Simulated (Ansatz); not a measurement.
# Al(110) / 6.0 Å vacuum / Al(110): a missing point of the current-voltage curve

Four biases are known. What current density flows at 1.5 V?

How it was computed: Ansatz 0.2.0, plane waves with PAW datasets, PBE; a slab with two metal leads whose outer parts are reservoirs, with density and current solved under bias (Landauer, 300 K). Both electrodes are alike, so the curve is odd in V.

Results; the value marked ? is to be predicted:

```tsv
bias (V)	drop between the leads' cuts (V)	current density (A/m²)
0.3	0.297	3.17×10¹²
0.6	0.594	5.68×10¹²
1	0.991	9.72×10¹²
1.5	1.49	?
2	1.98	2.20×10¹³
```

Worked fit:

An odd curve starts as J = aV + bV³. Least squares on the four rows gives a = 9.41×10¹² A/(m² V) and b = 3.97×10¹¹ A/(m² V³), so at 1.5 V: 9.41×10¹² × 1.5 + 3.97×10¹¹ × 3.375. Predicted: 1.55×10¹³ A/m².

What the run gave:

1.65×10¹³ A/m², so the prediction is 6.1 % too low. The fit misses the rows shown by up to 11 %, and the cubic term makes 14 % of the current at 2 V, too little against the scatter to be read. The conductance at 0 V, 2.21×10¹³ S/m², is 2.4 times a: either the curve has structure at low bias that two terms miss, or narrow levels at zero bias are poorly sampled.

**Limits.** On every other k-point the currents of these runs, at any bias, move by up to 15 %. Atoms are frozen on ideal sites at every bias.

[Logs are printed without paths, hosts, clocks, repeated set-up lines and the standing remarks that a program may print on its own settings, such as how far it seeks lower states.]
